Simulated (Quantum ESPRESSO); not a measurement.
# NiAgO2: parallel and opposed starts

Aim: find out which collinear order of NiAgO2 costs least.

Calculated with Quantum ESPRESSO 7.5; LDA with U = 6 eV on Ni d (ortho-atomic projectors); plane waves with GBRV 1.5 LDA potentials, no spin-orbit coupling.

## 1. Starting point

Symmetry: P6_3/mmc, No. 194, hexagonal system. Conventional cell: a = 2.999 Å, b = 2.999 Å, c = 12.315 Å, α = 90.00°, β = 90.00°, γ = 120.00°. Ni has 6 O at 2.00 Å nearest. Ag has 2 O at 2.07 Å nearest. Nearest to O lie 3 Ni at 2.00 Å and 1 Ag at 2.07 Å. Farther neighbours and most contacts between anions are not listed.

The cell comes from Materials Project 2023-11-01, a database of computed structures, and need not be the stable phase.

## 2. Run 1, typed as ferro ++

The signs are those of the starting moments on the seeded atoms, the atoms that are given a moment.

File pw.in:

```
&CONTROL
  calculation = 'scf'
  prefix = 'pwscf'
  outdir = './tmp'
  pseudo_dir = './pseudo'
  disk_io = 'nowf'
/
&SYSTEM
  ibrav = 0
  celldm(1) = 8
  nat = 8
  ntyp = 3
  ecutwfc = 40
  ecutrho = 280
  nbnd = 64
  occupations = 'smearing'
  smearing = 'fd'
  degauss = 0.00367493
  nspin = 2
  starting_magnetization(1) = 0.1111
  starting_magnetization(2) = 0
  starting_magnetization(3) = 0
/
&ELECTRONS
  conv_thr = 1.6d-08
  electron_maxstep = 150
  mixing_beta = 0.3
/
ATOMIC_SPECIES
Ni     58.6934 ni_lda_v1.4.uspp.F.UPF
Ag    107.8682 ag_lda_v1.4.uspp.F.UPF
O      15.9990 o_lda_v1.2.uspp.F.UPF
CELL_PARAMETERS alat
   0.7084495780681    0.0000000000000    0.0000000000000
  -0.3542247890223    0.6135353318995    0.0000000000000
   0.0000000000000    0.0000000000000    2.9090271524980
ATOMIC_POSITIONS crystal
Ni      0.0000000000    0.0000000000    0.5000000000
Ni      0.0000000000    0.0000000000    0.0000000000
Ag      0.6666666700    0.3333333300    0.7500000000
Ag      0.3333333300    0.6666666700    0.2500000000
O       0.3333333300    0.6666666700    0.4180620000
O       0.6666666700    0.3333333300    0.9180620000
O       0.6666666700    0.3333333300    0.5819380000
O       0.3333333300    0.6666666700    0.0819380000
K_POINTS automatic
8 8 2 0 0 0
HUBBARD {ortho-atomic}
U Ni-3d 6.0000
```

Command:

```
> OMP_NUM_THREADS=1 mpirun -n 4 pw.x -nk 4 -in pw.in > pw.out
```

Log:

```text
Program PWSCF v.7.5 starts

     Message from routine setup:
     using ibrav=0 with symmetry is DISCOURAGED, use correct ibrav instead

     K-points division:     npool     =       4
     Subspace diagonalization in iterative solution of the eigenvalue problem:

     G-vector sticks info
     --------------------
     sticks:   dense  smooth     PW     G-vecs:    dense   smooth      PW
     Sum         613     361    109                51111    22245    3797

     Using Slab Decomposition

     bravais-lattice index     =            0
     lattice parameter (alat)  =       8.0000  a.u.
     unit-cell volume          =     647.3904 (a.u.)^3
     number of atoms/cell      =            8
     number of atomic types    =            3
     number of electrons       =        98.00
     number of Kohn-Sham states=           64
     kinetic-energy cutoff     =      40.0000  Ry
     charge density cutoff     =     280.0000  Ry
     scf convergence threshold =      1.6E-08
     mixing beta               =       0.3000
     number of iterations used =            8  plain     mixing
     Exchange-correlation= SLA  PZ   NOGX NOGC
                           (   1   1   0   0   0   0   0)
     Hubbard projectors: ortho-atomic
     Hubbard parameters of DFT+U (Dudarev formulation) in eV:
     U(Ni-3d) =  6.0000

     Internal variables: lda_plus_u =T, lda_plus_u_kind = 0

     Internal variables: orbital_resolved =F, hub_pot_fix =F, apply_U = F

     celldm(1)=   8.000000  celldm(2)=   0.000000  celldm(3)=   0.000000
     celldm(4)=   0.000000  celldm(5)=   0.000000  celldm(6)=   0.000000

     crystal axes: (cart. coord. in units of alat)
               a(1) = (   0.708450   0.000000   0.000000 )
               a(2) = (  -0.354225   0.613535   0.000000 )
               a(3) = (   0.000000   0.000000   2.909027 )

     reciprocal axes: (cart. coord. in units 2 pi/alat)
               b(1) = (  1.411533  0.814949 -0.000000 )
               b(2) = (  0.000000  1.629898  0.000000 )
               b(3) = (  0.000000 -0.000000  0.343758 )

     PseudoPot. # 1 for Ni read from file:
     ni_lda_v1.4.uspp.F.UPF
     Pseudo is Ultrasoft + core correction, Zval = 18.0
     Generated by new atomic code, or converted to UPF format
     Using radial grid of  865 points,  6 beta functions with:
                l(1) =   0
                l(2) =   0
                l(3) =   1
                l(4) =   1
                l(5) =   2
                l(6) =   2
     Q(r) pseudized with 10 coefficients,  rinner =    0.980   0.980   0.980
                                                       0.980   0.980

     PseudoPot. # 2 for Ag read from file:
     ag_lda_v1.4.uspp.F.UPF
     Pseudo is Ultrasoft + core correction, Zval = 19.0
     Generated by new atomic code, or converted to UPF format
     Using radial grid of  887 points,  6 beta functions with:
                l(1) =   0
                l(2) =   0
                l(3) =   1
                l(4) =   1
                l(5) =   2
                l(6) =   2
     Q(r) pseudized with  6 coefficients,  rinner =    1.300   1.300   1.300
                                                       1.300   1.300

     PseudoPot. # 3 for O  read from file:
     o_lda_v1.2.uspp.F.UPF
     Pseudo is Ultrasoft + core correction, Zval =  6.0
     Generated by new atomic code, or converted to UPF format
     Using radial grid of  737 points,  5 beta functions with:
                l(1) =   0
                l(2) =   0
                l(3) =   1
                l(4) =   1
                l(5) =   2
     Q(r) pseudized with  8 coefficients,  rinner =    0.900   0.900   0.900
                                                       0.900   0.900

     atomic species   valence    mass     pseudopotential
     Ni               18.00    58.69340     Ni( 1.00)
     Ag               19.00   107.86820     Ag( 1.00)
     O                 6.00    15.99900     O ( 1.00)

     Starting magnetic structure
     atomic species   magnetization
     Ni              0.111
     Ag              0.000
     O               0.000

     24 Sym. Ops., with inversion, found (12 have fractional translation)

   Cartesian axes

     site n.     atom                  positions (alat units)
         1        Ni     tau(   1) = (   0.0000000   0.0000000   1.4545136  )
         2        Ni     tau(   2) = (   0.0000000   0.0000000   0.0000000  )
         3        Ag     tau(   3) = (   0.3542248   0.2045118   2.1817704  )
         4        Ag     tau(   4) = (  -0.0000000   0.4090236   0.7272568  )
         5        O      tau(   5) = (  -0.0000000   0.4090236   1.2161537  )
         6        O      tau(   6) = (   0.3542248   0.2045118   2.6706673  )
         7        O      tau(   7) = (   0.3542248   0.2045118   1.6928734  )
         8        O      tau(   8) = (  -0.0000000   0.4090236   0.2383599  )

     number of k points=    20  Fermi-Dirac smearing, width (Ry)=  0.0037
                       cart. coord. in units 2pi/alat
        k(    1) = (   0.0000000   0.0000000   0.0000000), wk =   0.0078125
        k(    2) = (   0.0000000   0.0000000  -0.1718788), wk =   0.0078125
        k(    3) = (   0.0000000   0.2037372   0.0000000), wk =   0.0468750
        k(    4) = (   0.0000000   0.2037372  -0.1718788), wk =   0.0468750
        k(    5) = (   0.0000000   0.4074745   0.0000000), wk =   0.0468750
        [... 15 further k-points ...]

     Dense  grid:    51111 G-vectors     FFT dimensions: (  32,  32, 128)

     Smooth grid:    22245 G-vectors     FFT dimensions: (  24,  24,  96)

     Check: negative core charge=   -0.000008
     Generating pointlists ...
     new r_m :   0.1953 (alat units)  1.5622 (a.u.) for type    1
     new r_m :   0.2017 (alat units)  1.6134 (a.u.) for type    2
     new r_m :   0.1953 (alat units)  1.5622 (a.u.) for type    3

     Initial potential from superposition of free atoms

     starting charge      92.9999, renormalised to      98.0000

     STARTING HUBBARD OCCUPATIONS:

     =================== HUBBARD OCCUPATIONS ===================
     ------------------------ ATOM    1 ------------------------
     Tr[ns(  1)] (up, down, total) =   5.00000  3.00000  8.00000
     Atomic magnetic moment for atom   1 =   2.00000
     [... lines left out ...]
     ------------------------ ATOM    2 ------------------------
     Tr[ns(  2)] (up, down, total) =   5.00000  3.00000  8.00000
     Atomic magnetic moment for atom   2 =   2.00000
     [... lines left out ...]
     Number of occupied Hubbard levels =   16.0000

     Atomic wfc used for Hubbard projectors are orthogonalized

     Starting wfcs are   68 randomized atomic wfcs

     Self-consistent Calculation

     iteration #  1     ecut=    40.00 Ry     beta= 0.30
     Davidson diagonalization with overlap
     ethr =  1.00E-02,  avg # of iterations =  4.2

     =================== HUBBARD OCCUPATIONS ===================
     ------------------------ ATOM    1 ------------------------
     Tr[ns(  1)] (up, down, total) =   4.76224  4.52190  9.28413
     Atomic magnetic moment for atom   1 =   0.24034
     [... lines left out ...]
     ------------------------ ATOM    2 ------------------------
     Tr[ns(  2)] (up, down, total) =   4.76224  4.52190  9.28413
     Atomic magnetic moment for atom   2 =   0.24034
     [... lines left out ...]
     Number of occupied Hubbard levels =   18.5683

     total energy              =   -1368.04273481 Ry
     estimated scf accuracy    <     101.72568630 Ry

     total magnetization       =     0.30 Bohr mag/cell
     absolute magnetization    =     1.21 Bohr mag/cell

     iteration #  2     ecut=    40.00 Ry     beta= 0.30
     Davidson diagonalization with overlap
     ethr =  1.00E-02,  avg # of iterations =  4.5

     total energy              =   -1384.15514100 Ry
     estimated scf accuracy    <     249.34135642 Ry

     total magnetization       =     0.12 Bohr mag/cell
     absolute magnetization    =     0.22 Bohr mag/cell

     iteration #  3     ecut=    40.00 Ry     beta= 0.30
     Davidson diagonalization with overlap
     ethr =  1.00E-02,  avg # of iterations =  4.0

     total energy              =   -1404.67315303 Ry
     estimated scf accuracy    <      16.59384648 Ry

     total magnetization       =     0.17 Bohr mag/cell
     absolute magnetization    =     0.32 Bohr mag/cell

     [... further iterations left out ...]

     iteration # 16     ecut=    40.00 Ry     beta= 0.30
     Davidson diagonalization with overlap
     ethr =  1.67E-09,  avg # of iterations =  1.9

     total energy              =   -1406.34158137 Ry
     estimated scf accuracy    <       0.00000026 Ry

     total magnetization       =     2.00 Bohr mag/cell
     absolute magnetization    =     3.64 Bohr mag/cell

     iteration # 17     ecut=    40.00 Ry     beta= 0.30
     Davidson diagonalization with overlap
     ethr =  2.64E-10,  avg # of iterations =  1.9

     total energy              =   -1406.34158163 Ry
     estimated scf accuracy    <       0.00000023 Ry

     total magnetization       =     2.00 Bohr mag/cell
     absolute magnetization    =     3.64 Bohr mag/cell

     iteration # 18     ecut=    40.00 Ry     beta= 0.30
     Davidson diagonalization with overlap
     ethr =  2.32E-10,  avg # of iterations =  1.5

     total energy              =   -1406.34158179 Ry
     estimated scf accuracy    <       0.00000008 Ry

     total magnetization       =     2.00 Bohr mag/cell
     absolute magnetization    =     3.64 Bohr mag/cell

     iteration # 19     ecut=    40.00 Ry     beta= 0.30
     Davidson diagonalization with overlap
     ethr =  8.55E-11,  avg # of iterations =  1.4

     Magnetic moment per site  (integrated on atomic sphere of radius R)
     atom   1 (R=0.195)  charge= 15.4202  magn=  1.3421
     atom   2 (R=0.195)  charge= 15.4202  magn=  1.3421
     atom   3 (R=0.202)  charge= 15.3136  magn= -0.1002
     atom   4 (R=0.202)  charge= 15.3136  magn= -0.1002
     atom   5 (R=0.195)  charge=  5.3909  magn= -0.1344
     atom   6 (R=0.195)  charge=  5.3909  magn= -0.1344
     atom   7 (R=0.195)  charge=  5.3909  magn= -0.1344
     atom   8 (R=0.195)  charge=  5.3909  magn= -0.1344

     End of self-consistent calculation

     =================== HUBBARD OCCUPATIONS ===================
     ------------------------ ATOM    1 ------------------------
     Tr[ns(  1)] (up, down, total) =   4.78720  3.41997  8.20718
     Atomic magnetic moment for atom   1 =   1.36723
     [... lines left out ...]
     ------------------------ ATOM    2 ------------------------
     Tr[ns(  2)] (up, down, total) =   4.78720  3.41997  8.20718
     Atomic magnetic moment for atom   2 =   1.36723
     [... lines left out ...]
     Number of occupied Hubbard levels =   16.4144

     [... lines left out ...]
     the Fermi energy is    10.8148 ev

!    total energy              =   -1406.34158186 Ry
     estimated scf accuracy    <          4.1E-09 Ry
     smearing contrib. (-TS)   =      -0.00208765 Ry
     internal energy E=F+TS    =   -1406.33949421 Ry

     The total energy is F=E-TS. E is the sum of the following terms:
     one-electron contribution =    -834.92053938 Ry
     hartree contribution      =     463.11581510 Ry
     xc contribution           =    -155.42315993 Ry
     ewald contribution        =    -879.36213339 Ry
     Hubbard energy            =       0.25052339 Ry

     total magnetization       =     2.00 Bohr mag/cell
     absolute magnetization    =     3.64 Bohr mag/cell

     convergence has been achieved in  19 iterations

=------------------------------------------------------------------------------=
   JOB DONE.
=------------------------------------------------------------------------------=
```

Wall time 74 s (4 MPI ranks of Arm Neoverse V1, shared host); peak memory 0.62 GiB; 5 min of CPU time.

Spin moment in the atom's sphere by atom:

| atom | spin moment in the atom's sphere (μB) |
| --- | --- |
| Ni1 | 1.34 |
| Ni2 | 1.34 |
| Ag3 | -0.10 |
| Ag4 | -0.10 |
| O5 | -0.13 |
| O6 | -0.13 |
| O7 | -0.13 |
| O8 | -0.13 |

This step gave:

| Item | Value |
| --- | --- |
| smearing term TS | 0.02840 eV |
| magnetization | 2 μB |
| absolute magnetization | 3.637 μB |
| final state | ferromagnetic |

(Continued in part 2 of 3.)

[Logs and program files are shortened in this print: banners, set-up blocks, solver, clock and traceback lines can be left out without a mark of their own.]

[Logs are printed without paths, hosts, clocks, repeated set-up lines and the standing remarks that a program may print on its own settings, such as how far it seeks lower states.]

[Hosts, paths, dates, database ids (printed as entryN), source tags and the programs' standing remarks are cut or masked in the printed files.]

[Where a cell is said to come from a database of computed structures, the database is the Materials Project.]
